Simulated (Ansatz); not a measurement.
# Phonons of Ru (P6_3/mmc, 2 atoms in the cell) against volume

Aim: how do the optical modes of Ru (P6_3/mmc, 2 atoms in the cell) move with volume?

Calculated with Ansatz 0.2.0; DFT PBEsol, scalar-relativistic, plane waves, PAW; PAW set soft_1.

Most raw output is cut from this account.

## (1) Set-up

Symmetry: P6_3/mmc, No. 194, hexagonal system. The conventional cell has a = 2.706 Å, b = 2.706 Å, c = 4.282 Å, α = 90.00°, β = 90.00°, γ = 120.00°. Nearest to Ru lie 12 Ru at 2.65 to 2.71 Å.

## (2) Bringing the structure to rest

Harmonic phonons are second derivatives at a point where the forces vanish, and they are wanted at zero stress, so atoms and cell are relaxed first.

The input, input.yaml:

```yaml
crystal:
  lattice:
    - [2.7058, 0.0, 0.0]
    - [-1.3529, 2.3432915376, 0.0]
    - [0.0, 0.0, 4.2819]
  atoms:
    - { symbol: Ru, position: [0.33333333, 0.66666667, 0.25] }
    - { symbol: Ru, position: [0.66666667, 0.33333333, 0.75] }
kpoints:
  mp_grid: { grid: [18, 18, 10] }
hamiltonian:
  xc: pbesol
  pseudopotentials: { kind: paw, azcp: { folder: soft_1 }, xc_functional: pbe }
scf:
  occupations: { method: gaussian, width: 0.1 }
output:
  forces: true
  stress: true
  eigenvalues: true
relax:
  adjacent_minimum: "off"
  f_tol: 0.005
  max_steps: 80
  cell: { stress_tol: 0.05 }
```

Launch:

```bash
$ ansatz run input.yaml --threads 4 --pin off --max-ram 10240MiB --backend cpu --events-out ev --progress --plain --runs-dir out
```

Elapsed: 8.9 s, on 4 threads of Arm Neoverse V1, shared host; peak memory 0.4 GiB; 33 s of CPU time.

Step by step:

```csv
step,energy less that of the first step (eV),largest force component (eV/Å),pressure (GPa),volume (Å³)
1,0.0000,0.0000,-6.31,27.15
2,0.0018,0.0000,7.88,26.08
3,-0.0109,0.0000,-0.26,26.66
4,-0.0110,0.0000,0.00,26.64
5*,-0.0102,0.0000,-0.02,26.64
```

Relaxation steps marked * repeat the geometry before them on a plane-wave basis chosen anew for their cell, so energy and pressure can jump there. Relaxation step 2 was tried and not accepted.

The run keeps the 24 symmetry operations that it works with, so distortions that break them were not tested.

```csv
"conventional cell, symmetrised",before,after,change
a (Å),2.706,2.690,-0.6 %
b (Å),2.706,2.690,-0.6 %
c (Å),4.282,4.252,-0.7 %
volume (Å³/atom),13.57,13.32,-1.9 %
```

The relaxed structure:

```xyz
2
Lattice="2.6897 0.0000 0.0000 -1.3448 2.3293 0.0000 0.0000 0.0000 4.2524" Properties=species:S:1:pos:R:3 pbc="T T T"
Ru    0.0000    1.5529    1.0631
Ru    1.3448    0.7764    3.1893
```

This step gave:

```yaml
pressure: -0.02431 GPa
volume_per_atom: 13.32 Å³
gap_on_the_k_mesh: 0 eV
```

In this step the volume went from 13.57 to 13.32 Å³/atom.

## (3) Tight relaxation

Phonons need small forces and stress, so the relaxation is finished with tight tolerances on 18×18×12 k points.

input.yaml, the sections that differ from step 2:

```yaml
crystal:
  lattice:
    - [2.6896847677, 0.0, 0.0]
    - [-1.3448423839, 2.329335337, 0.0]
    - [0.0, 0.0, 4.2523798023]
  atoms:
    - { symbol: Ru, position: [0.3333333333, 0.6666666667, 0.25] }
    - { symbol: Ru, position: [0.6666666667, 0.3333333333, 0.75] }
kpoints:
  mp_grid: { grid: [18, 18, 12] }
scf:
  occupations: { method: methfessel_paxton, width: 0.2 }
relax:
  adjacent_minimum: "off"
  f_tol: 0.001
  max_steps: 60
  cell: { stress_tol: 0.01 }
# hamiltonian, output: as in step 2
```

It took 7.1 s on 4 threads; peak memory 0.41 GiB; 26 s of CPU time.

Little changed from the start: no atom moved by 0.005 Å and no cell edge by 0.1 %.

This step gave:

```
pressure : 5.01e-4 GPa
```

The forces vanish by symmetry and the pressure is 0.001 GPa, within the tolerances set. The cell now holds 13.32 Å³/atom.

## (4) Modes at rest

The force constants come from the linear response of the density to a displacement.

The modes at rest are the reference of the series.

input.yaml, the sections that differ from step 3:

```yaml
crystal:
  lattice:
    - [2.6904991627, 0.0, 0.0]
    - [-1.3452495814, 2.3300406238, 0.0]
    - [0.0, 0.0, 4.2492958133]
  atoms:
    - { symbol: Ru, position: [0.3333333333, 0.6666666667, 0.25] }
    - { symbol: Ru, position: [0.6666666667, 0.3333333333, 0.75] }
output:
  eigenvalues: true
phonons:
  method: dfpt
# kpoints, hamiltonian, scf: as in step 3
# relax: removed
```

Run time: 28 s. Hardware: 4 threads; peak memory 1.2 GiB; 1.8 min of CPU time.

This step gave:

| Quantity | Value |
| --- | --- |
| sum-rule residual before enforcement | 9.90e-5 eV/Å² |
| point group | 6/mmm |
| highest optical mode at the zone centre (no LO-TO term) | 271.2 cm⁻¹ |
| lowest optical zone-centre mode | 207.5 cm⁻¹ |

Patterns of degenerate modes are one choice out of their space. Modes at Γ:

```csv
mode,frequency (cm⁻¹),symmetry
1,0.0,acoustic
2,0.0,acoustic
3,0.0,acoustic
4,207.5,E2g
5,207.5,E2g
6,271.2,B1g
```

Displacements in mode 4 (207.5 cm⁻¹), the largest set to 1:
```
Ru1  0.00  1.00  0.00
Ru2  0.00 -1.00  0.00
```

Displacements in mode 6 (271.2 cm⁻¹), the largest set to 1:
```
Ru1  0.00  0.00 -1.00
Ru2  0.00  0.00  1.00
```

Before it was imposed, the acoustic sum rule was missed by 9.9e-5 eV/Å². Small misses are needed for a sound result but don't prove that mesh and cutoff are converged. The lowest optical mode is real, 208 cm⁻¹.

## (5) Relaxation of a member: 1.06 times the volume at rest

The cell is set to 1.06 times the volume at rest, and shape and atoms relax at that volume.

input.yaml, the sections that differ from step 4:

```yaml
crystal:
  lattice:
    - [2.7449606049, 0.0, 0.0]
    - [-1.3724803024, 2.3772056162, 0.0]
    - [0.0, 0.0, 4.3272931905]
  atoms:
    - { symbol: Ru, position: [0.3333333333, 0.6666666667, 0.25] }
    - { symbol: Ru, position: [0.6666666667, 0.3333333333, 0.75] }
output:
  forces: true
  stress: true
  eigenvalues: true
relax:
  adjacent_minimum: "off"
  f_tol: 0.001
  max_steps: 60
  cell: { stress_tol: 0.01, fix: [volume] }
# kpoints, hamiltonian, scf: as in step 4
# phonons: removed
```

Run time: 8.7 s. Hardware: 4 threads; peak memory 0.44 GiB.

Little changed from the start: no atom moved by 0.005 Å and no cell edge by 0.1 %.

This step gave:

| Quantity | Value |
| --- | --- |
| pressure | -17.58 GPa |
| volume per atom | 14.12 Å³ |

The forces vanish by symmetry, at a pressure of -17.58 GPa.

## (6) Modes of this member: 1.06 times the volume at rest

The zone-centre modes follow for 1.06 times the volume at rest.

input.yaml, the sections that differ from step 5:

```yaml
crystal:
  lattice:
    - [2.7458599492, 0.0, 0.0]
    - [-1.3729299746, 2.3779844712, 0.0]
    - [0.0, 0.0, 4.3244590408]
  atoms:
    - { symbol: Ru, position: [0.3333333333, 0.6666666667, 0.25] }
    - { symbol: Ru, position: [0.6666666667, 0.3333333333, 0.75] }
output:
  eigenvalues: true
phonons:
  method: dfpt
# kpoints, hamiltonian, scf: as in step 5
# relax: removed
```

Elapsed: 31 s, on 4 threads; peak memory 1.3 GiB.

Numbers from this step:

| Quantity | Value |
| --- | --- |
| sum-rule residual before enforcement | 5.74e-5 eV/Å² |
| highest optical mode at the zone centre (no LO-TO term) | 229.8 cm⁻¹ |
| lowest optical zone-centre mode | 190.1 cm⁻¹ |

Patterns of degenerate modes are one choice out of their space. Modes at Γ:

```csv
mode,frequency (cm⁻¹),symmetry
1,0.0,acoustic
2,0.0,acoustic
3,0.0,acoustic
4,190.1,E2g
5,190.1,E2g
6,229.8,B1g
```

The lowest optical mode is real, 190 cm⁻¹, and the highest lies at 229.8 cm⁻¹.

For the highest optical mode at the zone centre (no LO-TO term), step 4 gave 271 cm⁻¹; this run, with volume ratio 1.06, gives 230 cm⁻¹ (-15 %).

## (7) Relaxation of a member: 0.9 times the volume at rest

The cell is set to 0.9 times the volume at rest, and shape and atoms relax at that volume.

input.yaml, the sections that differ from step 6:

```yaml
crystal:
  lattice:
    - [2.5947863998, 0.0, 0.0]
    - [-1.2973931999, 2.2471509396, 0.0]
    - [0.0, 0.0, 4.1117052208]
  atoms:
    - { symbol: Ru, position: [0.3333333333, 0.6666666667, 0.25] }
    - { symbol: Ru, position: [0.6666666667, 0.3333333333, 0.75] }
output:
  forces: true
  stress: true
  eigenvalues: true
relax:
  adjacent_minimum: "off"
  f_tol: 0.001
  max_steps: 60
  cell: { stress_tol: 0.01, fix: [volume] }
# kpoints, hamiltonian, scf: as in step 6
# phonons: removed
```

Elapsed: 7.1 s, on 4 threads; peak memory 0.4 GiB.

Little changed from the start: no atom moved by 0.005 Å and no cell edge by 0.1 %.

Numbers from this step:

```yaml
pressure: 47.08 GPa
volume_per_atom: 11.99 Å³
```

The forces vanish by symmetry, at a pressure of 47.08 GPa.

## (8) Zone-centre modes of the member: 0.9 times the volume at rest

The zone-centre modes follow for 0.9 times the volume at rest.

input.yaml, the sections that differ from step 7:

```yaml
crystal:
  lattice:
    - [2.5941257948, 0.0, 0.0]
    - [-1.2970628974, 2.2465788389, 0.0]
    - [0.0, 0.0, 4.1137996133]
  atoms:
    - { symbol: Ru, position: [0.3333333333, 0.6666666667, 0.25] }
    - { symbol: Ru, position: [0.6666666667, 0.3333333333, 0.75] }
output:
  eigenvalues: true
phonons:
  method: dfpt
# kpoints, hamiltonian, scf: as in step 7
# relax: removed
```

Wall time 28 s (4 threads); peak memory 1.2 GiB.

Numbers from this step:

| Quantity | Value |
| --- | --- |
| sum-rule residual before enforcement | 6.21e-5 eV/Å² |
| highest optical mode at the zone centre (no LO-TO term) | 348.3 cm⁻¹ |
| lowest optical zone-centre mode | 240.5 cm⁻¹ |

Patterns of degenerate modes are one choice out of their space. Modes at Γ:

```csv
mode,frequency (cm⁻¹),symmetry
1,0.0,acoustic
2,0.0,acoustic
3,0.0,acoustic
4,240.5,E2g
5,240.5,E2g
6,348.3,B1g
```

Displacements in mode 5 (240.5 cm⁻¹), the largest set to 1:
```
Ru1  0.00  1.00  0.00
Ru2  0.00 -1.00  0.00
```

Displacements in mode 6 (348.3 cm⁻¹), the largest set to 1:
```
Ru1  0.00  0.00  1.00
Ru2  0.00  0.00 -1.00
```

The lowest optical mode is real, 240 cm⁻¹, and the highest lies at 348.3 cm⁻¹.

Between step 4 and this run (volume ratio 0.9) the value for the highest optical mode at the zone centre (no LO-TO term) moves from 271 cm⁻¹ to 348 cm⁻¹ (+28 %).

## (9) All members side by side

The members are set side by side, also those not shown above.

Each row is one cell with its response, relaxed at fixed volume as far as symmetry leaves anything free; energies are extrapolated to zero smearing, and E0 is that at rest; shape and atoms are relaxed in each cell where symmetry leaves them free; all runs use 18×18×12 k points and Methfessel-Paxton smearing of 0.2 eV. State of the crystal along the series:

```csv
volume ratio,V (Å³/atom),pressure (GPa),E - E0 (meV/atom),first cell vector (Å),third cell vector (Å)
0.9,11.99,47.08,177,2.594,4.114
0.92,12.25,35.38,108.6,2.614,4.142
0.94,12.52,24.95,58.6,2.633,4.17
0.96,12.79,15.65,25,2.653,4.197
0.98,13.05,7.374,5.992,2.672,4.223
0.99,13.19,3.58,1.464,2.681,4.236
1,13.32,5.01e-4,0,2.691,4.249
1.02,13.59,-6.561,5.567,2.709,4.275
1.04,13.85,-12.4,21.45,2.728,4.3
1.06,14.12,-17.58,46.46,2.746,4.324
```

Each mode is tracked from rest by its pattern, and modes that stay within 0.3 cm⁻¹ of each other stand once; shape and atoms are relaxed in each cell where symmetry leaves them free; all runs use 18×18×12 k points and Methfessel-Paxton smearing of 0.2 eV. Optical modes along the series:

```csv
V (Å³/atom),mode 4 E2g (cm⁻¹),mode 6 B1g (cm⁻¹)
11.99,240.5,348.3
12.25,233.5,331.9
12.52,226.7,316
12.79,220.1,300.7
13.05,213.7,285.8
13.19,210.6,278.4
13.32,207.5,271.2
13.59,201.5,257.1
13.85,195.7,243.3
14.12,190.1,229.8
```

From cubic fits (parabolas where under five rows exist) of ln ω and P against ln V through the rows within about 4 % of rest: γ = −d ln ω / d ln V and dω/dP = γ ω / B. Slopes at rest:

```csv
mode,fitted frequency at rest (cm⁻¹),Grüneisen parameter γ,dω/dP (cm⁻¹/GPa)
mode 4 E2g,207.5,1.47,0.88
mode 6 B1g,271.2,2.64,2.06
```

## (10) Results

| Item | Value |
| --- | --- |
| members | 10 |
| highest optical mode at the zone centre (no LO-TO term), at rest | 271.2 cm⁻¹ |
| bulk modulus at rest | 347 GPa |
| mode 4 E2g, γ | 1.47 |
| mode 6 B1g, γ | 2.64 |

What this shows: The series spans -17.6 to 47.1 GPa, and the slope at rest gives a bulk modulus of 347 GPa. Among the modes in the table of slopes γ runs from 1.47 (mode 4 E2g) to 2.64 (mode 6 B1g). One k mesh and one cutoff serve the ground states and modes of all volumes. These are harmonic frequencies at zero temperature: anharmonic shifts, linewidths and thermal expansion are left out. With no gap, or one that is small against the smearing, the frequencies hang on the k mesh and the smearing, most of all near Kohn anomalies. The PAW files were made for PBE; the program adapts parts of them to the functional of the run, but their partial waves stay those of PBE, an approximation that was not tested in this session. Only the zone centre was solved, so an instability at another wavevector cannot show here.

[Logs are printed without paths, hosts, clocks, repeated set-up lines and the standing remarks that a program may print on its own settings, such as how far it seeks lower states.]

[Hosts, paths, dates, database ids (printed as entryN), source tags and the programs' standing remarks are cut or masked in the printed files.]
